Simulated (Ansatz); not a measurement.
# La3AlC (Pm-3m): a soft mode frozen in

Which phase does La3AlC (Pm-3m) fall into along its unstable mode, and how much energy does it gain?

Main program and level: Ansatz 0.2.0; DFT PBEsol, scalar-relativistic, plane waves, PAW; PAW set soft_1.

Report form: the programs' logs are mostly left out.

### 1. The starting structure

The structure is cubic, space group Pm-3m (No. 221). Conventional cell: a = 5.132 Å, b = 5.132 Å, c = 5.132 Å, α = 90.00°, β = 90.00°, γ = 90.00°. Nearest to La lie 2 C at 2.57 Å and 4 Al at 3.63 Å and 8 La at 3.63 Å. Nearest to Al lie 12 La at 3.63 Å. Nearest to C lie 6 La at 2.57 Å. Farther neighbours are not listed.

### 2. The dispersion

The cell comes from relaxations at this level that are not shown. Stability and thermal properties need the whole zone. Linear response on a 2×2×2 q mesh gives force constants as far as a supercell of that size would.

File input.yaml:

```yaml
crystal:
  lattice:
    - [5.1318379723, 0.0, 0.0]
    - [0.0, 5.1318379723, 0.0]
    - [0.0, 0.0, 5.1318379723]
  atoms:
    - { symbol: La, position: [0.5, 0.5, 0.0] }
    - { symbol: La, position: [0.5, 0.0, 0.5] }
    - { symbol: La, position: [0.0, 0.5, 0.5] }
    - { symbol: Al, position: [0.0, 0.0, 0.0] }
    - { symbol: C, position: [0.5, 0.5, 0.5] }
kpoints:
  mp_grid: { grid: [8, 8, 8] }
hamiltonian:
  xc: pbesol
  pseudopotentials: { kind: paw, azcp: { folder: soft_1 }, xc_functional: pbe }
scf:
  occupations: { method: methfessel_paxton, width: 0.2 }
output:
  eigenvalues: true
phonons:
  method: dfpt
  qmesh: [2, 2, 2]
  temperatures: { t_max: 1000, t_step: 50 }
  qpath:
    path:
      - [[0.0, 0.0, 0.0], [0.0, 0.5, 0.0], [0.5, 0.5, 0.0], [0.0, 0.0, 0.0], [0.5, 0.5, 0.5], [0.0, 0.5, 0.0]]
      - [[0.5, 0.5, 0.5], [0.5, 0.5, 0.0]]
    npoints: 10
```

The run is started by

```bash
ansatz run input.yaml --threads 4 --pin off --max-ram 10240MiB --backend cpu --events-out ev --progress --plain --runs-dir out
```

Wall time 5.5 min (4 threads of Arm Neoverse V2, shared host); peak memory 1.7 GiB.

This step gave:

```
volume per atom                                         : 27.03 Å³
gap on the k-mesh                                       : 0 eV
sum-rule residual before enforcement                    : 3.92e-5 eV/Å²
lowest frequency on the path                            : -168.7 cm⁻¹
point group                                             : m-3m
highest frequency on the path or at a solved wavevector : 391.2 cm⁻¹
highest optical mode at the zone centre (no LO-TO term) : 137.8 cm⁻¹
lowest optical zone-centre mode                         : -168.7 cm⁻¹
lowest mode on the q mesh (acoustic modes at Γ apart)   : -168.7 cm⁻¹
```

Frequencies (cm⁻¹) solved at each irreducible wavevector; negative means imaginary. Frequencies by wavevector, by row:

```csv
q in reciprocal lattice units,star,mode 1,mode 2,mode 3,mode 4,mode 13,mode 14,mode 15
0 0 0,1,-168.7,-168.7,-168.7,-49.5,137.8,137.8,137.8
0 0 -0.5,3,-117.1,-117.1,54.5,59.7,140.1,163.8,382.1
0 -0.5 -0.5,3,7.8,63.7,63.7,66.7,255.1,379.2,379.2
-0.5 -0.5 -0.5,1,-25.1,-25.1,-25.1,93.7,391.2,391.2,391.2
```

Interpolated from a 2×2×2 q mesh. The phonon branches at the labelled points (cm⁻¹):

```csv
point,branch 1,branch 2,branch 3,branch 4,branch 12,branch 13,branch 14,branch 15
Γ,-169,-169,-169,-50,123,138,138,138
halfway,-138,-138,-12,-12,138,138,149,244
X,-117,-117,54,60,140,140,164,382
halfway,24,32,42,62,155,189,267,381
M,8,64,64,67,157,255,379,379
halfway,-47,-3,28,40,147,148,254,256
Γ,-169,-169,-169,-50,123,138,138,138
halfway,-13,31,31,70,153,276,276,279
R,-25,-25,-25,94,188,391,391,391
halfway,23,24,38,74,162,298,300,383
X,-117,-117,54,60,140,140,164,382
jump to R,-25,-25,-25,94,188,391,391,391
halfway,-17,28,28,88,174,329,385,385
M,8,64,64,67,157,255,379,379
```

Symmetry leaves 4 wavevectors to solve. The lowest mode among them, the acoustic zeros apart, lies at Γ and is imaginary, 168.7i cm⁻¹, so the energy falls along it.

### 3. The mode frozen in, largest atomic shift 0 Å

The mode followed lies at q = (0, 0, -0.5) with frequency 117.1i cm⁻¹ and is 2-fold degenerate, one of the unstable modes though not the softest. At small amplitude the distorted cell has space group no. 63 by a symmetry search on the positions. The undistorted cell that holds it gives the zero of energy on the same k mesh.

System of this step: La3AlC. The structure is cubic, space group Pm-3m (No. 221). Conventional cell: a = 5.132 Å, b = 5.132 Å, c = 5.132 Å, α = 90.00°, β = 90.00°, γ = 90.00°. Nearest to La lie 2 C at 2.57 Å and 8 La at 3.63 Å and 4 Al at 3.63 Å. Nearest to Al lie 12 La at 3.63 Å. C has 6 La at 2.57 Å nearest. Farther neighbours are not listed.

File input.yaml:

```yaml
crystal:
  lattice:
    - [5.1318379723, 0.0, 0.0]
    - [0.0, 5.1318379723, 0.0]
    - [0.0, 0.0, 10.2636759445]
  atoms:
    - { symbol: La, position: [0.5, 0.5, 0.5] }
    - { symbol: La, position: [0.5, 0.5, 0.0] }
    - { symbol: La, position: [0.5, 0.0, 0.25] }
    - { symbol: La, position: [0.5, 0.0, 0.75] }
    - { symbol: La, position: [0.0, 0.5, 0.25] }
    - { symbol: La, position: [0.0, 0.5, 0.75] }
    - { symbol: Al, position: [0.0, 0.0, 0.0] }
    - { symbol: Al, position: [0.0, 0.0, 0.5] }
    - { symbol: C, position: [0.5, 0.5, 0.25] }
    - { symbol: C, position: [0.5, 0.5, 0.75] }
kpoints:
  mp_grid: { grid: [8, 8, 4] }
hamiltonian:
  xc: pbesol
  pseudopotentials: { kind: paw, azcp: { folder: soft_1 }, xc_functional: pbe }
scf:
  occupations: { method: methfessel_paxton, width: 0.2 }
output:
  forces: true
  stress: true
  eigenvalues: true
```

Run time: 11 s. Hardware: 4 threads; peak memory 1 GiB.

Numbers from this step:

```yaml
pressure: -1.85e-4 GPa
energy_from_the_undistorted_cell: 0 meV/atom
```

The run ends at a pressure of 0.00 GPa.

### 4. The mode frozen in, largest atomic shift 0.08 Å

The atoms are moved along the unstable eigenvector, the largest shift by 0.08 Å, with the cell fixed.

input.yaml, the sections that differ from step 3:

```yaml
crystal:
  lattice:
    - [5.1318379723, 0.0, 0.0]
    - [0.0, 5.1318379723, 0.0]
    - [0.0, 0.0, 10.2636759445]
  atoms:
    - { symbol: La, position: [0.5, 0.5, 0.5] }
    - { symbol: La, position: [0.5, 0.5, 0.0] }
    - { symbol: La, position: [0.5022101826, 0.000351868, 0.25] }
    - { symbol: La, position: [0.4977898174, -0.000351868, 0.75] }
    - { symbol: La, position: [-0.000351868, 0.4977898174, 0.25] }
    - { symbol: La, position: [0.000351868, 0.5022101826, 0.75] }
    - { symbol: Al, position: [0.0, 0.0, 0.0] }
    - { symbol: Al, position: [0.0, 0.0, 0.5] }
    - { symbol: C, position: [0.488976943, 0.511023057, 0.25] }
    - { symbol: C, position: [0.511023057, 0.488976943, 0.75] }
# kpoints, hamiltonian, scf, output: as in step 3
```

It took 15 s on 4 threads; peak memory 1.1 GiB; 60 s of CPU time.

This step gave:

```yaml
pressure: -0.01317 GPa
energy_from_the_undistorted_cell: -0.28 meV/atom
```

The energy, extrapolated to zero smearing, is -0.28 meV/atom against the undistorted cell.

The run ends at a pressure of -0.01 GPa, with forces up to 0.063 eV/Å.

### 5. Energy along the mode, all amplitudes (two of the runs are shown above)

An imaginary frequency means negative curvature, so the energy should fall and then rise again as anharmonic terms take over.

This step gave:

| Property | Result |
| --- | --- |
| depth at the lowest point sampled | 0.28 meV/atom |
| largest atomic shift at that point | 0.08 Å |

Energy from the parent against largest atomic shift:

```csv
largest atomic shift (Å),energy from the parent (meV/atom)
0.0000,0
0.0400,-0.139
0.0800,-0.28
0.1400,0.423
0.2200,4.21
```

Displacement at unit largest shift by atom:

```csv
atom,x (Å),y (Å),z (Å),size
La1,0.000,0.000,0.000,0.000
La2,0.000,0.000,0.000,0.000
La3,0.142,0.023,0.000,0.144
La4,-0.142,-0.023,0.000,0.144
La5,-0.023,-0.142,0.000,0.144
La6,0.023,0.142,0.000,0.144
Al7,0.000,0.000,0.000,0.000
Al8,0.000,0.000,0.000,0.000
C9,-0.707,0.707,0.000,1.000
C10,0.707,-0.707,0.000,1.000
```

The lowest of the steps tried is at 0.08 Å, 0.28 meV/atom below the parent; the bottom of the well need not coincide with a step.

### 6. Relaxation from the frozen mode

Starting from the lowest point found, all atoms and the cell are let go, so that strain and other modes of the same symmetry can join in.

Changes to input.yaml since step 4:

```diff
@@ -27 +27,6 @@
   eigenvalues: true
+relax:
+  adjacent_minimum: "off"
+  f_tol: 0.002
+  max_steps: 120
+  cell: { stress_tol: 0.03 }
```

Run time: 2.9 min. Hardware: 4 threads; peak memory 1.2 GiB.

Relaxation path:

```csv
step,energy less that of the first step (eV),largest force component (eV/Å),pressure (GPa),volume (Å³)
1,0.0000,0.0542,-0.01,270.30
2,-0.0005,0.1291,-0.04,269.98
3,-0.0054,0.0294,-0.01,270.02
4,-0.0058,0.0290,-0.01,270.00
5,-0.0064,0.0295,-0.01,269.93
6,-0.0072,0.0181,-0.01,269.78
7,-0.0075,0.0082,-0.04,269.88
8,-0.0076,0.0048,0.09,269.25
9,-0.0076,0.0099,-0.02,269.73
10,-0.0076,0.0004,0.00,269.67
11*,-0.0075,0.0004,0.00,269.67
```

Relaxation steps marked * repeat the geometry before them on a plane-wave basis chosen anew for their cell, so energy and pressure can jump there.

The run keeps the 8 symmetry operations that it works with, so distortions that break them were not tested.

```csv
"conventional cell, symmetrised",before,after,change
a (Å),7.258,7.222,-0.5 %
b (Å),7.258,7.254,-0.0 %
c (Å),10.264,10.295,+0.3 %
volume (Å³/atom),27.03,26.97,-0.2 %
```

The atoms that moved most (Å, as changes of fractional coordinates times the final cell):

```csv
atom,dx,dy,dz,length
La5,0.015,-0.079,0.000,0.081
La4,-0.079,0.015,0.000,0.081
La6,-0.015,0.079,0.000,0.081
La3,0.079,-0.015,0.000,0.081
```

Final coordinates:

```cif
data_structure
_symmetry_space_group_name_H-M 'P 1'
_symmetry_Int_Tables_number 1
_cell_length_a 5.1180
_cell_length_b 5.1180
_cell_length_c 10.2953
_cell_angle_alpha 90.000
_cell_angle_beta 90.000
_cell_angle_gamma 90.254
_cell_volume 269.67
loop_
_atom_site_label
_atom_site_type_symbol
_atom_site_fract_x
_atom_site_fract_y
_atom_site_fract_z
_atom_site_occupancy
La1 La 0.50000 0.50000 0.50000 1
La2 La 0.50000 0.50000 0.00000 1
La3 La 0.51774 0.99741 0.25000 1
La4 La 0.48226 0.00259 0.75000 1
La5 La 0.00259 0.48226 0.25000 1
La6 La 0.99741 0.51774 0.75000 1
Al7 Al 0.00000 0.00000 0.00000 1
Al8 Al 0.00000 0.00000 0.50000 1
C9 C 0.48871 0.51129 0.25000 1
C10 C 0.51129 0.48871 0.75000 1
```

This step gave:

```
pressure        : -0.003109 GPa
volume per atom : 26.97 Å³
```

The distorted start has space group Cmcm; the relaxation ends in Cmcm.

### 7. The new phase in its own primitive cell

The relaxed structure is symmetrised, reduced to its primitive cell and relaxed tightly, as its phonons need.

input.yaml, the sections that differ from step 6:

```yaml
crystal:
  lattice:
    - [3.610970609, -3.6269841818, 0.0]
    - [3.610970609, 3.6269841818, 0.0]
    - [0.0, 0.0, 10.2952599098]
  atoms:
    - { symbol: La, position: [0.5, 0.5, 0.5] }
    - { symbol: La, position: [0.5, 0.5, 0.0] }
    - { symbol: La, position: [0.5177357361, 0.9974138608, 0.25] }
    - { symbol: La, position: [0.4822642639, 0.0025861392, 0.75] }
    - { symbol: La, position: [0.0025861392, 0.4822642639, 0.25] }
    - { symbol: La, position: [0.9974138608, 0.5177357361, 0.75] }
    - { symbol: Al, position: [0.0, 0.0, 0.0] }
    - { symbol: Al, position: [0.0, 0.0, 0.5] }
    - { symbol: C, position: [0.4887131751, 0.5112868249, 0.25] }
    - { symbol: C, position: [0.5112868249, 0.4887131751, 0.75] }
relax:
  adjacent_minimum: "off"
  f_tol: 0.001
  max_steps: 60
  cell: { stress_tol: 0.01 }
# kpoints, hamiltonian, scf, output: as in step 6
```

It took 39 s on 4 threads; peak memory 1.2 GiB.

Little changed from the start: no atom moved by 0.005 Å and no cell edge by 0.1 %.

Numbers from this step:

```
pressure : -0.003110 GPa
```

The largest force component left is 0.45 meV/Å and the pressure is -0.003 GPa, within the tolerances set. The cell now holds 26.97 Å³/atom.

### 8. Modes of the new phase, k-mesh 8×8×4

A relaxed structure may still be a saddle point, so its zone-centre modes are computed. No field response is asked, since the mesh shows no gap.

Changes to input.yaml since step 7:

```diff
@@ -24,9 +24,4 @@
 output:
-  forces: true
-  stress: true
   eigenvalues: true
-relax:
-  adjacent_minimum: "off"
-  f_tol: 0.001
-  max_steps: 60
-  cell: { stress_tol: 0.01 }
+phonons:
+  method: dfpt
```

Run time: 17 min. Hardware: 4 threads; peak memory 7.3 GiB; 67 min of CPU time.

Numbers from this step:

- sum-rule residual before enforcement: 8.16e-5 eV/Å²
- point group: mmm
- highest optical mode at the zone centre (no LO-TO term): 373.7 cm⁻¹
- lowest optical zone-centre mode: -125.3 cm⁻¹

Patterns of degenerate modes are one choice out of their space. Modes at Γ, with each element's share of the kinetic energy (negative means imaginary):

```csv
mode,frequency (cm⁻¹),symmetry,La %,Al %,C %
1,-125.3,B1u,6,3,92
2,-48.7,B2u,94,0,6
3,-37.4,Au,99,1,0
4,-35.5,B3u,95,0,4
5,0.0,acoustic,91,6,3
6,0.0,acoustic,91,6,3
7,0.0,acoustic,91,6,3
8,38.0,Ag,100,0,0
9,39.6,B1g,100,0,0
10,56.1,B2g,100,0,0
11,62.4,B1u,92,6,2
12,62.5,Au,96,4,0
13,86.3,B3g,100,0,0
14,101.4,B1g,82,0,18
15,105.1,Ag,91,0,9
16,109.6,B2u,62,9,29
17,119.0,B3u,61,1,38
18,119.9,B1u,19,80,1
19,124.6,B2u,16,77,6
20,131.1,B2u,78,20,2
21,132.7,B3u,5,89,5
22,136.6,B1u,87,13,0
23,143.3,Au,5,95,0
24,149.3,B1u,5,92,3
25,153.9,B3u,47,3,50
26,162.8,B2u,43,25,32
27,172.6,B2u,16,63,22
28,200.9,B1g,18,0,82
29,257.2,Ag,9,0,91
30,373.7,B3g,0,0,100
```

Displacements in mode 1 (-125.3 cm⁻¹), the largest set to 1:
```
La1  0.00 -0.05 -0.01
La2  0.00  0.05 -0.01
La3  0.00  0.00 -0.03
La4  0.00  0.00 -0.03
La5  0.00  0.00 -0.03
La6  0.00  0.00 -0.03
Al7  0.00 -0.09 -0.06
Al8  0.00  0.09 -0.06
C9   0.00  0.00  1.00
C10  0.00  0.00  1.00
```

Displacements in mode 16 (109.6 cm⁻¹), the largest set to 1:
```
La1  0.00 -0.14  0.07
La2  0.00 -0.14 -0.07
La3  0.28  0.00  0.00
La4  0.28  0.00  0.00
La5 -0.28  0.00  0.00
La6 -0.28  0.00  0.00
Al7  0.00  0.26 -0.25
Al8  0.00  0.26  0.25
C9   0.00  1.00  0.00
C10  0.00  1.00  0.00
```

Before it was imposed, the acoustic sum rule was missed by 8.2e-5 eV/Å². Small misses are needed for a sound result but don't prove that mesh and cutoff are converged. The lowest optical mode is imaginary, 125.3i cm⁻¹, so the energy falls along it.

### 9. What came out

```
unstable mode of the parent                                                      : q = (0, 0, -0.5), 117i cm⁻¹
depth at the lowest point sampled                                                : 0.28 meV/atom
largest atomic shift at that point                                               : 0.08 Å
space group reached (within 0.01 Å)                                              : Cmcm
energy gained over the parent (first relaxation, on the mesh of the frozen mode) : 1.01 meV/atom
volume per atom, phase reached                                                   : 27.0 Å³
lowest optical zone-centre mode, phase reached                                   : -125 cm⁻¹
highest optical mode at the zone centre (no LO-TO term), phase reached           : 374 cm⁻¹
```

**Reading.** Along this mode the structure falls into Cmcm, 1.01 meV/atom below the parent. At the parent's cell the well is 0.28 meV/atom deep on the steps tried, with its lowest point at a shift of 0.08 Å. Relaxing atoms and cell changes the gain by +0.73 meV/atom against the lowest step (energies at zero smearing). Most of the total comes from this relaxation. The new phase still has an imaginary mode at the zone centre of its cell, so it is a saddle point on the way to a lower structure. How so shallow a well moves with the k mesh was not tested. Of the 5 patterns followed to their end from this parent, this one ends 6.48 meV/atom above the lowest, Amm2. Another end point lies within 1 meV/atom; how such a difference moves with mesh and cutoff was not tested. Each path keeps the symmetry of its pattern, so a lower phase may lie along a pattern not tried. With no gap, or one that is small against the smearing, the frequencies hang on the k mesh and the smearing, most of all near Kohn anomalies. Spin-orbit coupling is left out, which can matter for the heavy elements here. The PAW files were made for PBE and serve the other functionals too. A phonon run warned that its eigensolver left some bands unconverged in a pass.

[Logs are printed without paths, hosts, clocks, repeated set-up lines and the standing remarks that a program may print on its own settings, such as how far it seeks lower states.]

[Hosts, paths, dates, database ids (printed as entryN), source tags and the programs' standing remarks are cut or masked in the printed files.]
